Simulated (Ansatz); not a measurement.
# Lattice dynamics of Li2H4Pt (built on the sites of a database entry of Na2H4Pt), part 3 of 3

Wanted: phonon frequencies of Li2H4Pt (built on the sites of a database entry of Na2H4Pt) and what follows from them.

Ansatz 0.2.0; DFT PBEsol, scalar-relativistic, plane waves, PAW.

So far. Step 4 (Tight relaxation): The largest force component left is 0.73 meV/Å and the pressure is -0.004 GPa, within the tolerances set. The cell now holds 9.15 Å³/atom. Step 5 (Zone-centre response): Before it was imposed, the acoustic sum rule was missed by 2.1e-5 eV/Å² and the charge sum rule by 0.0042 e. Small misses are needed for a sound result but don't prove that mesh and cutoff are converged. The lowest optical mode is real, 230 cm⁻¹. The relaxed cell has a = 4.737, c = 5.710 Å (conventional setting).

The structure was built from a prototype and need not be the compound's stable phase.

## Step 6: Response at finite wavevector

Stability and thermal properties need the whole zone. Linear response on a 4×4×4 q mesh gives force constants as far as a supercell of that size would, and the tensors from the zone-centre run are typed in so that the long-range dipole term is interpolated apart.

Input file input.yaml:

```yaml
crystal:
  lattice:
    - [-2.3685020354, 2.3685020354, 2.8549408054]
    - [2.3685020354, -2.3685020354, 2.8549408054]
    - [2.3685020354, 2.3685020354, -2.8549408054]
  atoms:
    - { symbol: Li, position: [0.75, 0.25, 0.5] }
    - { symbol: Li, position: [0.25, 0.75, 0.5] }
    - { symbol: H, position: [0.2458503828, 0.2458503828, 0.4917007656] }
    - { symbol: H, position: [0.2458503828, 0.7541496172, 0.0] }
    - { symbol: H, position: [0.7541496172, 0.7541496172, 0.5082992344] }
    - { symbol: H, position: [0.7541496172, 0.2458503828, 0.0] }
    - { symbol: Pt, position: [0.0, 0.0, 0.0] }
kpoints:
  mp_grid: { grid: [8, 8, 8] }
hamiltonian:
  xc: pbesol
scf:
  occupations: { method: fixed }
output:
  eigenvalues: true
phonons:
  method: dfpt
  qmesh: [4, 4, 4]
  temperatures: { t_max: 1000, t_step: 50 }
  qpath:
    path:
      - [[0.0, 0.0, 0.0], [0.0, 0.0, 0.5], [0.25, 0.25, 0.25], [0.0, 0.5, 0.0], [0.0, 0.0, 0.0], [0.5, 0.5, -0.5], [0.42206531, 0.57793469, -0.42206531]]
      - [[-0.42206531, 0.42206531, 0.42206531], [0.0, 0.0, 0.0]]
      - [[0.0, 0.0, 0.5], [-0.34413062, 0.34413062, 0.5]]
      - [[0.5, 0.5, -0.34413062], [0.5, 0.5, -0.5]]
    npoints: 10
  non_analytic_term:
    high_frequency_dielectric_tensor: [[5.0105, 0.0, 0.0], [0.0, 5.0105, 0.0], [0.0, 0.0, 4.9164]]
    born_effective_charges:
      - { species: Li, tensor: [[1.0532, 0.0, 0.0], [0.0, 1.0532, 0.0], [0.0, 0.0, 1.0209]] }
      - { species: Li, tensor: [[1.0532, 0.0, 0.0], [0.0, 1.0532, 0.0], [0.0, 0.0, 1.0209]] }
      - { species: H, tensor: [[-0.3238, -0.4365, 0.0], [-0.4365, -0.3238, 0.0], [0.0, 0.0, -0.0317]] }
      - { species: H, tensor: [[-0.3238, 0.4365, 0.0], [0.4365, -0.3238, 0.0], [0.0, 0.0, -0.0317]] }
      - { species: H, tensor: [[-0.3238, -0.4365, 0.0], [-0.4365, -0.3238, 0.0], [0.0, 0.0, -0.0317]] }
      - { species: H, tensor: [[-0.3238, 0.4365, 0.0], [0.4365, -0.3238, 0.0], [0.0, 0.0, -0.0317]] }
      - { species: Pt, tensor: [[-0.8114, 0.0, 0.0], [0.0, -0.8114, 0.0], [0.0, 0.0, -1.9152]] }
    source: "zone-centre run at this cell"
```

Run with:

```console
ansatz run input.yaml --threads 8 --pin off --max-ram 14336MiB --backend cpu --events-out ev --progress --plain --runs-dir out
```

Numbers of over 12 decimals in the logs are rounded to 6 here.

The program printed:

```text
Warning: phonons: the dynamical matrix that this run interpolates holds no multipole term above the dipole-dipole one, and a site of this crystal is no centre of inversion, so its interpolated transverse optical and acoustic branches and sound speeds can stay off near Gamma, and the density of states and the thermodynamics with them. What a run solves at a wave vector of phonons.qpoints, Gamma apart, where the deck admits one, is free of this, and under fd what a larger phonons.supercell samples
[...]
Crystal: 7 atoms, lattice volume = 64.063 Å³
Basis set: ecut = 420 eV, 1265 PW (Γ), exchange–correlation on 60×60×60 points (8 copies of the dense FFT grid, shifted against one another)
Bands: 21, of which v1, the nominal top of the filled ones, is band 14 counted from 1 (13 counted from 0)
Symmetry: 16 space group operations
k-points: 59 of 512
[...]
SCF iter   1: F=—  HF=-12855.390302 eV  |F-HF|=—  |Δ(HF+E_count)|=         —  Δρ=5.71e-3  dr2=1.32e-2  ethr=1.77e-3  ⟨swp⟩=4.4  Hψ=4650  notcnv=0  defer=251
[...]
SCF iter   8: F=-12855.385846 eV  HF=-12855.385846 eV  |F-HF|=0.00e0  |Δ(HF+E_count)|=  2.18e-11  Δρ=4.17e-8  dr2=5.57e-13  ethr=1.00e-12  ⟨swp⟩=11.3  Hψ=6651  notcnv=0
SCF 1 converged in 8 iterations: F = -12855.385846 eV  dr2 = 5.57e-13
[...]
DFPT response loops at q = (0, 0, 0) (fractional): preconditioner auto → none (the input reference at scf.mixing.eps_inf says where Resta's filter doesn't serve); β = 0.50; Broyden in place of MSR1
[...]
SCF converged after 8 iterations
Free energy (F): -12855.385846 eV
[...]
Internal energy: -12855.385846 eV  (E = F + TS)
E sigma→0 (E₀):  -12855.385846 eV
Fermi energy:    4.298428 eV
[...]
--- Band table (eV; the first three rows and the last of 59) ---
  k-point 0: bands = [... 10 lower, 2.7166, 3.2696, 4.0920, 4.0920, 11.3882, 11.9707, 11.9710, 11.9710, ... 3 higher]
  k-point 1: bands = [... 10 lower, 2.7997, 2.8964, 3.9504, 4.2825, 10.1633, 10.7745, 11.4969, 12.5131, ... 3 higher]
  k-point 2: bands = [... 10 lower, 2.7307, 3.0260, 3.5831, 4.1881, 8.8178, 9.2487, 12.1695, 13.2346, ... 3 higher]
  k-point 58: bands = [... 10 lower, 2.2050, 3.3836, 3.3836, 4.1757, 6.4097, 8.6528, 11.7361, 12.9695, ... 3 higher]
--- Phonons (Γ-DFPT): 6 representative perturbations + reference (Σ response iterations 20) ---
  ASR residual: 2.724e-5 → 0.000e0 eV/Å²; symmetrization residual: 4.439e-7 eV/Å²
  ASR residual per site (eV/Å²): 1.20e-5 1.20e-5 9.58e-6 9.58e-6 9.58e-6 9.58e-6 2.72e-5
[...]
--- Phonons (arbitrary-q DFPT): 13 irreducible q on the 4×4×4 mesh ---
  q = [0.0000, 0.0000, 0.0000] (star 1, of the zone-centre solve; hermiticity 3.07e-8, symmetrization 3.60e-14): -0.00 -0.00 0.00 230.14 240.90 240.90 263.74 263.74 346.88 357.63 496.48 496.48 793.62 832.77 849.34 894.43 894.43 1790.93 1790.93 2068.61 2081.27
  q = [0.0000, 0.0000, 0.2500] (star 4, 8 solved perturbations in 1808 linear systems a pass and spin channel, the states on 512 of 512 k-point pairs; hermiticity 2.83e-8, symmetrization 8.45e-14): 26.48 62.31 71.59 216.67 236.70 251.62 255.04 352.95 356.34 380.31 409.33 496.55 806.13 836.30 845.09 893.94 894.64 1786.11 1812.80 2075.09 2077.40
[...]
q = [0.0000, 0.2500, 0.2500] (star 16, 12 solved perturbations on 512 of 512 k-point pairs: no pair is spared here; hermiticity 3.87e-8, symmetrization 1.23e-15): 59.95 70.89 92.99 218.96 240.94 246.31 261.82 320.81 334.37 367.31 436.20 452.18 818.78 829.90 853.39 887.10 898.87 1754.74 1809.54 2072.12 2080.66
[...]
sum rule: each row above includes the acoustic sum rule's correction from the zone centre's row sums; it moved no ω² by more than (2.07 cm⁻¹)²
  mesh force constants: q→R imaginary residual 1.77e-18; ASR residual 2.724e-5 → 0.000e0 eV/Å²; symmetrization residual 7.105e-15 eV/Å²
  interpolated dispersion: 95 rows × 21 modes
  density of states and harmonic sums: on the 20×20×20 q-mesh, interpolated from the force constants of a 4×4×4 supercell (with the dipole–dipole term of supplied tensors)
  largest difference from the sums on the solved wave vectors: F 1.27e-2 eV, S 1.67e-5 and C_V 3.98e-6 eV/K
  zero-point energy: 0.934713 eV/cell   skipped modes (ω ≤ 0): 3   left out of the sums: 1.79e-5 of the cell's modes: C_V's classical limit lies that fraction below 3 k_B per atom; for a crystal, a wire or a layer, F and S can be off by more, and a phonons.interpolated_qmesh denser along its periods is the remedy for the sampling
```

Wall time 5.1 min (8 threads of Arm Neoverse V2, shared host); peak memory 1.6 GiB.

This step gave:

```
sum-rule residual before enforcement                       : 2.72e-5 eV/Å²
lowest frequency on the path                               : 0 cm⁻¹
highest frequency on the path or at a solved wavevector    : 2086 cm⁻¹
mean frequency                                             : 718 cm⁻¹
Debye temperature (second moment)                          : 1798 K
logarithmic mean frequency                                 : 443.5 cm⁻¹
lowest mode on the q mesh (acoustic modes at Γ apart)      : 26.29 cm⁻¹
zero-point energy per atom                                 : 133.5 meV
heat capacity at 300 K                                     : 14.06 J/(mol atoms K)
vibrational entropy at 300 K                               : 15.94 J/(mol atoms K)
edges of the widest gap between branches, on path and mesh : 906.3, 1725 cm⁻¹
```

Frequencies (cm⁻¹) solved at each irreducible wavevector; negative means imaginary. Frequencies by wavevector, by row:

| q in reciprocal lattice units | star | mode 1 | mode 2 | mode 3 | mode 4 | mode 19 | mode 20 | mode 21 |
| --- | --- | --- | --- | --- | --- | --- | --- | --- |
| 0 0 0 | 1 | 0 | 0 | 0 | 230.1 | 1791 | 2069 | 2081 |
| 0 0 0.25 | 4 | 26.5 | 62.3 | 71.6 | 216.7 | 1813 | 2075 | 2077 |
| 0 0 -0.5 | 2 | 61.7 | 87.8 | 95.5 | 97 | 1781 | 2069 | 2085 |
| 0 0.25 0 | 8 | 26.3 | 46.6 | 68 | 247.5 | 1826 | 2072 | 2079 |
| 0 0.25 0.25 | 16 | 60 | 70.9 | 93 | 219 | 1810 | 2072 | 2081 |
| 0 -0.5 0 | 4 | 36.5 | 65.2 | 95.6 | 253.1 | 1831 | 2076 | 2076 |
| 0 -0.5 0.25 | 8 | 63.4 | 68.8 | 79.1 | 239.6 | 1785 | 2076 | 2076 |
| 0.25 0.25 0.25 | 2 | 70.4 | 90.6 | 90.6 | 232.2 | 1778 | 2068 | 2085 |
| 0.25 0.25 -0.25 | 2 | 33.8 | 33.8 | 77.5 | 241.8 | 1788 | 2067 | 2083 |
| 0.25 -0.5 -0.5 | 8 | 45.2 | 69.2 | 83.6 | 237.1 | 1811 | 2071 | 2080 |
| 0.25 -0.25 0.25 | 4 | 41.6 | 42.4 | 92.7 | 217.5 | 1842 | 2076 | 2076 |
| 0.25 -0.25 -0.5 | 4 | 72.2 | 74.8 | 78.4 | 131.4 | 1786 | 2076 | 2077 |
| -0.5 -0.5 -0.5 | 1 | 52.9 | 52.9 | 95 | 174.9 | 1784 | 2066 | 2085 |

Interpolated from a 4×4×4 q mesh, with the LO-TO term (at Γ the limit along the path; where Γ stands inside the path, tables give the limit on arrival). The phonon branches at the labelled points (cm⁻¹):

```
     point  branch 1  branch 2  branch 3  branch 4  branch 18  branch 19  branch 20  branch 21
         Γ         0         0         0       230       1791       1840       2069       2081
   halfway        26        62        72       217       1786       1813       2075       2077
         X        62        88        96        97       1780       1781       2069       2085
   halfway        66        89        92       189       1779       1779       2068       2085
         P        70        91        91       232       1778       1778       2068       2085
   halfway        68        70        93       240       1754       1806       2072       2080
         N        36        65        96       253       1725       1831       2076       2076
   halfway        26        47        68       248       1760       1826       2072       2079
         Γ         0         0         0       234       1791       1820       2069       2081
   halfway        34        34        78       242       1788       1788       2067       2083
         M        53        53        95       175       1784       1784       2066       2085
   halfway        53        56        91       182       1781       1788       2067       2085
         S        52        65        81       195       1773       1796       2068       2083
jump to S0        52        65        81       195       1773       1796       2068       2083
   halfway        36        37        89       218       1732       1846       2076       2076
         Γ         0         0         0       230       1791       1840       2069       2081
 jump to X        62        88        96        97       1780       1781       2069       2085
   halfway        67        82        88       114       1781       1784       2073       2081
         R        64        66        80       153       1784       1786       2070       2082
jump to G′        64        66        80       153       1784       1786       2070       2082
   halfway        56        57        88       168       1784       1785       2067       2084
         M        53        53        95       175       1784       1784       2066       2085
```

Tetrahedra on a 20×20×20 mesh, mean over bins of 20 cm-1. Interpolated from a 4×4×4 q mesh. Phonon density of states against wavenumber; read off at these points:

wavenumber (cm⁻¹), phonon density of states (1/cm⁻¹/cell) and a bar:
```
       10      0.002 
       70      0.048 ##############
      130      0.001 
      170      0.003 #
      230      0.028 ########
      250      0.101 ##############################
      290      0.023 #######
      350      0.025 #######
      410      0.030 #########
      450      0.021 ######
      510      0.000 
      570      0.000 
      630      0.000 
      690      0.000 
      750      0.000 
      790      0.001 
      830      0.060 ##################
      850      0.055 ################
      890      0.081 ########################
      910      0.019 ######
      970      0.000 
     1030      0.000 
     1070      0.000 
     1130      0.000 
     1190      0.000 
     1250      0.000 
     1310      0.000 
     1350      0.000 
     1410      0.000 
     1470      0.000 
     1530      0.000 
     1590      0.000 
     1650      0.000 
     1690      0.000 
     1750      0.013 ####
     1810      0.018 #####
     1870      0.000 
     1930      0.000 
     1970      0.000 
     2030      0.000 
     2070      0.081 ########################
     2090      0.019 ######
```

The partial phonon density of states has structure finer than the step of the table below, so its rows give means over 100 cm⁻¹, whole bins alone (the curve runs from -10 to 2158 cm⁻¹). Peaks (cm⁻¹: height): H 426.4: 0.0231, 835.5: 0.0512, 890.1: 0.0489, 1790.2: 0.0224, 2076.5: 0.0497; Li 249.1: 0.0676; Pt 71.8: 0.0434.

Phonopy on the run's constants, 15x15x17 mesh, Gaussian sigma 15.5 cm-1. Interpolated from a 4×4×4 q mesh. Partial phonon density of states against wavenumber; means over each step; values in 1/cm⁻¹/cell:

```csv
wavenumber (cm⁻¹),H,Li,Pt
100,6.8e-4,5.4e-4,0.0208
200,0.00204,0.0176,3.8e-4
300,0.00549,0.0328,3.7e-4
400,0.0171,0.00808,5.5e-5
500,0.00508,4.9e-4,3.6e-6
600,0,0,0
700,1.5e-6,0,0
800,0.0214,5.8e-5,5.9e-5
900,0.0281,1.0e-4,1.8e-4
1000,2.1e-5,0,0
1100,0,0,0
1200,0,0,0
1300,0,0,0
1400,0,0,0
1500,0,0,0
1600,0,0,0
1700,0.00309,0,3.0e-5
1800,0.0162,8.1e-6,1.5e-4
1900,4.8e-4,0,3.2e-6
2000,0.00132,0,0
2100,0.0187,0,0
```

Harmonic thermodynamic functions per atom, from the density of states. Interpolated from a 4×4×4 q mesh. Thermodynamic functions, by row:

| T (K) | F_vib (meV/atom) | S (J/mol-atom/K) | C_V (J/mol-atom/K) |
| --- | --- | --- | --- |
| 0 | 133.5 | 0 | 0 |
| 50 | 133.1 | 2.067 | 2.908 |
| 100 | 131.3 | 5.002 | 6.016 |
| 200 | 123 | 10.86 | 11 |
| 300 | 109.1 | 15.94 | 14.06 |
| 400 | 90.25 | 20.29 | 16.17 |
| 500 | 67.21 | 24.08 | 17.73 |
| 600 | 40.49 | 27.42 | 18.96 |
| 700 | 10.49 | 30.42 | 19.95 |
| 800 | -22.47 | 33.14 | 20.73 |
| 900 | -58.12 | 35.62 | 21.37 |
| 1000 | -96.23 | 37.9 | 21.89 |

Harmonic mean-square displacement, third of the trace. Interpolated from a 4×4×4 q mesh. Mean square displacements, by row:

```
T (K)  Li1 U_eq (Å²)  Li2 U_eq (Å²)  H3 U_eq (Å²)  H4 U_eq (Å²)  H5 U_eq (Å²)  H6 U_eq (Å²)  Pt7 U_eq (Å²)
    0        0.00929        0.00929       0.02394       0.02394       0.02394       0.02394        0.00144
  100        0.01155        0.01155       0.02751       0.02751       0.02751       0.02751         0.0045
  300        0.02255        0.02255       0.04236       0.04236       0.04236       0.04236        0.01297
  600        0.04231        0.04231       0.07089       0.07089       0.07089       0.07089        0.02584
```

Symmetry leaves 13 wavevectors to solve. The lowest mode among them, the acoustic zeros apart, lies at q = (0, 0.25, 0) and is real, 26.3 cm⁻¹.

## Step 7: Another isotope, element H, natural mass 1.008 amu

An isotope changes the mass and not the force constants, so no new electronic calculation is needed; the shifts show which modes move this element.

The same force constants with the mass of H changed from 1.008 to 2.014 u (phonopy, no LO-TO term). Both lists are sorted by frequency; levels can cross, so a row need not hold one and the same mode. Modes under 3 cm⁻¹ are left out. Isotope shifts, by row, the first 40 of 60 rows:

| q | rank | natural mass (cm⁻¹) | changed mass (cm⁻¹) |
| --- | --- | --- | --- |
| 0 0 0 | 4 | 230.1 | 229.7 |
| 0 0 0 | 5 | 240.9 | 240.6 |
| 0 0 0 | 6 | 240.9 | 240.6 |
| 0 0 0 | 7 | 263.7 | 253 |
| 0 0 0 | 8 | 263.7 | 261.4 |
| 0 0 0 | 9 | 346.9 | 261.4 |
| 0 0 0 | 10 | 357.6 | 345.7 |
| 0 0 0 | 11 | 496.5 | 354.3 |
| 0 0 0 | 12 | 496.5 | 354.3 |
| 0 0 0 | 13 | 793.6 | 561.4 |
| 0 0 0 | 14 | 832.8 | 595.9 |
| 0 0 0 | 15 | 849.3 | 602.9 |
| 0 0 0 | 16 | 894.4 | 636.4 |
| 0 0 0 | 17 | 894.4 | 636.4 |
| 0 0 0 | 18 | 1791 | 1273 |
| 0 0 0 | 19 | 1791 | 1273 |
| 0 0 0 | 20 | 2069 | 1463 |
| 0 0 0 | 21 | 2081 | 1472 |
| 0 0 0.25 | 1 | 26.48 | 26.11 |
| 0 0 0.25 | 2 | 62.31 | 61.78 |
| 0 0 0.25 | 3 | 71.59 | 71.01 |
| 0 0 0.25 | 4 | 216.7 | 204.7 |
| 0 0 0.25 | 5 | 236.7 | 230.3 |
| 0 0 0.25 | 6 | 251.6 | 250.7 |
| 0 0 0.25 | 7 | 255 | 253.3 |
| 0 0 0.25 | 8 | 352.9 | 287.7 |
| 0 0 0.25 | 9 | 356.3 | 296.9 |
| 0 0 0.25 | 10 | 380.3 | 351.8 |
| 0 0 0.25 | 11 | 409.3 | 352.6 |
| 0 0 0.25 | 12 | 496.6 | 356.1 |
| 0 0 0.25 | 13 | 806.1 | 571.6 |
| 0 0 0.25 | 14 | 836.3 | 593.1 |
| 0 0 0.25 | 15 | 845.1 | 602.8 |
| 0 0 0.25 | 16 | 893.9 | 635.3 |
| 0 0 0.25 | 17 | 894.6 | 637 |
| 0 0 0.25 | 18 | 1786 | 1270 |
| 0 0 0.25 | 19 | 1813 | 1289 |
| 0 0 0.25 | 20 | 2075 | 1468 |
| 0 0 0.25 | 21 | 2077 | 1470 |
| 0 0 -0.5 | 1 | 61.71 | 61.29 |

A mode of this element alone would shift by -29.26 %. The highest zone-centre frequency without the field goes from 2081.3 to 1472.4 cm⁻¹ (-29.3 %). The product of the frequency ratios over all optical modes at Γ is 0.016; the product rule, (m/m′)^(3k/2) (M′/M)^(3/2) with k = 4 such atoms and M the mass of the cell, gives 0.016.

## Step 8: Isotope substitution, element Li, natural mass 6.94 amu

The same for Li, from 6.94 to 6.02 u.

The same force constants with the mass of Li changed from 6.940 to 6.015 u (phonopy, no LO-TO term). Both lists are sorted by frequency; levels can cross, so a row need not hold one and the same mode. Modes under 3 cm⁻¹ are left out. Isotope shifts, by row, the first 40 of 60 rows:

| q | rank | natural mass (cm⁻¹) | changed mass (cm⁻¹) |
| --- | --- | --- | --- |
| 0 0 0 | 4 | 230.1 | 245.9 |
| 0 0 0 | 5 | 240.9 | 257.5 |
| 0 0 0 | 6 | 240.9 | 257.5 |
| 0 0 0 | 7 | 263.7 | 283 |
| 0 0 0 | 8 | 263.7 | 283 |
| 0 0 0 | 9 | 346.9 | 357.6 |
| 0 0 0 | 10 | 357.6 | 372.4 |
| 0 0 0 | 11 | 496.5 | 496.9 |
| 0 0 0 | 12 | 496.5 | 496.9 |
| 0 0 0 | 13 | 793.6 | 793.6 |
| 0 0 0 | 14 | 832.8 | 833.4 |
| 0 0 0 | 15 | 849.3 | 849.7 |
| 0 0 0 | 16 | 894.4 | 894.8 |
| 0 0 0 | 17 | 894.4 | 894.8 |
| 0 0 0 | 18 | 1791 | 1791 |
| 0 0 0 | 19 | 1791 | 1791 |
| 0 0 0 | 20 | 2069 | 2069 |
| 0 0 0 | 21 | 2081 | 2081 |
| 0 0 0.25 | 1 | 26.48 | 26.58 |
| 0 0 0.25 | 2 | 62.31 | 62.46 |
| 0 0 0.25 | 3 | 71.59 | 71.71 |
| 0 0 0.25 | 4 | 216.7 | 230.4 |
| 0 0 0.25 | 5 | 236.7 | 252.9 |
| 0 0 0.25 | 6 | 251.6 | 270.2 |
| 0 0 0.25 | 7 | 255 | 273.4 |
| 0 0 0.25 | 8 | 352.9 | 378.6 |
| 0 0 0.25 | 9 | 356.3 | 382 |
| 0 0 0.25 | 10 | 380.3 | 383.1 |
| 0 0 0.25 | 11 | 409.3 | 410.6 |
| 0 0 0.25 | 12 | 496.6 | 496.8 |
| 0 0 0.25 | 13 | 806.1 | 806.3 |
| 0 0 0.25 | 14 | 836.3 | 836.6 |
| 0 0 0.25 | 15 | 845.1 | 845.4 |
| 0 0 0.25 | 16 | 893.9 | 894.5 |
| 0 0 0.25 | 17 | 894.6 | 894.7 |
| 0 0 0.25 | 18 | 1786 | 1786 |
| 0 0 0.25 | 19 | 1813 | 1813 |
| 0 0 0.25 | 20 | 2075 | 2075 |
| 0 0 0.25 | 21 | 2077 | 2077 |
| 0 0 -0.5 | 1 | 61.71 | 61.84 |

A mode of this element alone would shift by +7.41 %. The highest zone-centre frequency without the field goes from 2081.3 to 2081.3 cm⁻¹ (+0.0 %). The product of the frequency ratios over all optical modes at Γ is 1.516; the product rule, (m/m′)^(3k/2) (M′/M)^(3/2) with k = 2 such atoms and M the mass of the cell, gives 1.516.

## Step 9: Summary of results

```json
{
  "space group after relaxation (within 0.01 Å)": "I4/mmm",
  "volume per atom": "9.15 Å³",
  "gap on the k-mesh": "1.74 eV",
  "highest optical mode at the zone centre (no LO-TO term)": "2081 cm⁻¹",
  "top of the zone-centre spectrum with the field": "2081 cm⁻¹",
  "lowest optical zone-centre mode": "230 cm⁻¹",
  "mean high-frequency dielectric constant": "4.98",
  "mean static dielectric constant": "9.67",
  "largest Born charge (third of the trace)": "-1.18 e",
  "lowest mode on the q mesh (acoustic modes at Γ apart)": "26.3 cm⁻¹",
  "highest frequency on the path or at a solved wavevector": "2086 cm⁻¹",
  "zero-point energy per atom": "134 meV",
  "heat capacity at 300 K": "14.1 J/(mol atoms K)",
  "vibrational entropy at 300 K": "15.9 J/(mol atoms K)",
  "Debye temperature (second moment)": "1798 K",
  "imaginary modes on the 4×4×4 q mesh": "none"
}
```

**Reading.** The structure is a minimum as far as tested: no mode is imaginary at the 13 irreducible wavevectors of the 4×4×4 mesh, and the softest away from the acoustic zeros lies at 26 cm⁻¹. Without the field, the optical modes at Γ span 230 to 2081 cm⁻¹. The highest mode in this list at Γ, 2081.3 cm⁻¹, is mostly motion of H (100 % of the kinetic energy). The macroscopic field leaves the top of the zone-centre spectrum where it is. Lattice motion raises the mean dielectric constant from 4.979 to 9.670. The strongest infrared line is at 1791 cm⁻¹. Averaged over orientations, the strongest Raman line at 532 nm and 300 K is at 2081 cm⁻¹. The tensors are the static, non-resonant ones, while 532 nm light (2.33 eV) lies above the computed gap. On the path and the mesh, the widest gap between branches runs from 906 to 1725 cm⁻¹. The program warns that the interpolation holds no quadrupole term, so branches close to Γ can be off in this crystal. Spin-orbit coupling is left out, which can matter for the heavy elements here. The starting cell was built on a prototype and not taken from a measurement, so the phase need not exist. These are harmonic frequencies at zero temperature: anharmonic shifts, linewidths and thermal expansion are left out.

[Logs are printed without paths, hosts, clocks, repeated set-up lines and the standing remarks that a program may print on its own settings, such as how far it seeks lower states.]

[Hosts, paths, dates, database ids (printed as entryN), source tags and the programs' standing remarks are cut or masked in the printed files.]
